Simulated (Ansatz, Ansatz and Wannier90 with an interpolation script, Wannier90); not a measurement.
Planning a run of Ansatz 0.2.0 on CsGeCl3 (R3m). The input:

```yaml
crystal:
  lattice:
    - [3.8468163907, 2.2209604787, 3.1783005336]
    - [-3.8468163907, 2.2209604787, 3.1783005336]
    - [0.0, -4.4419209574, 3.1783005336]
  atoms:
    - { symbol: Cs, position: [0.99840335, 0.99840335, 0.99840335] }
    - { symbol: Ge, position: [0.51553315, 0.51553315, 0.51553315] }
    - { symbol: Cl, position: [0.49671267, 0.49671267, 0.94863817] }
    - { symbol: Cl, position: [0.49671267, 0.94863817, 0.49671267] }
    - { symbol: Cl, position: [0.94863817, 0.49671267, 0.49671267] }
kpoints:
  mp_grid: { grid: [2, 2, 2] }
hamiltonian:
  xc: lda
scf:
  occupations: { method: fixed }
gw:
  n_empty_bands: 612
  ecut_chi: 140.0
  qp_bands: [v13, c3]
  screening: { model: contour_deformation }
```

```sh
ansatz run input.yaml --threads 8 --pin off --max-ram 18432MiB --backend cpu --events-out ev --progress --plain --runs-dir out
```

How long will it take on 8 threads of Arm Neoverse V1, shared host, and how much memory?

It took 45 s; on shared hardware allow 23 s to 91 s. Peak host memory was 2.7 GiB. The sizes that set the cost: 3179 plane waves a state, 4 irreducible k points, 634 bands summed, 619 plane waves in the screening and 7 SCF cycles.

The screening grows as filled bands × empty bands × pairs of k points, times the square of the screening basis for the matrix.

[Paths, hosts, dates, memory and timing lines, banners, echoed tables and standing remarks are left out of the program output.]

[Logs are printed without paths, hosts, clocks, repeated set-up lines and the standing remarks that a program may print on its own settings, such as how far it seeks lower states.]

[Runs of the session that timed out or met a known fault of the program may be left out.]

[Hosts, paths, dates, database ids (printed as entryN), source tags and the programs' standing remarks are cut or masked in the printed files.]
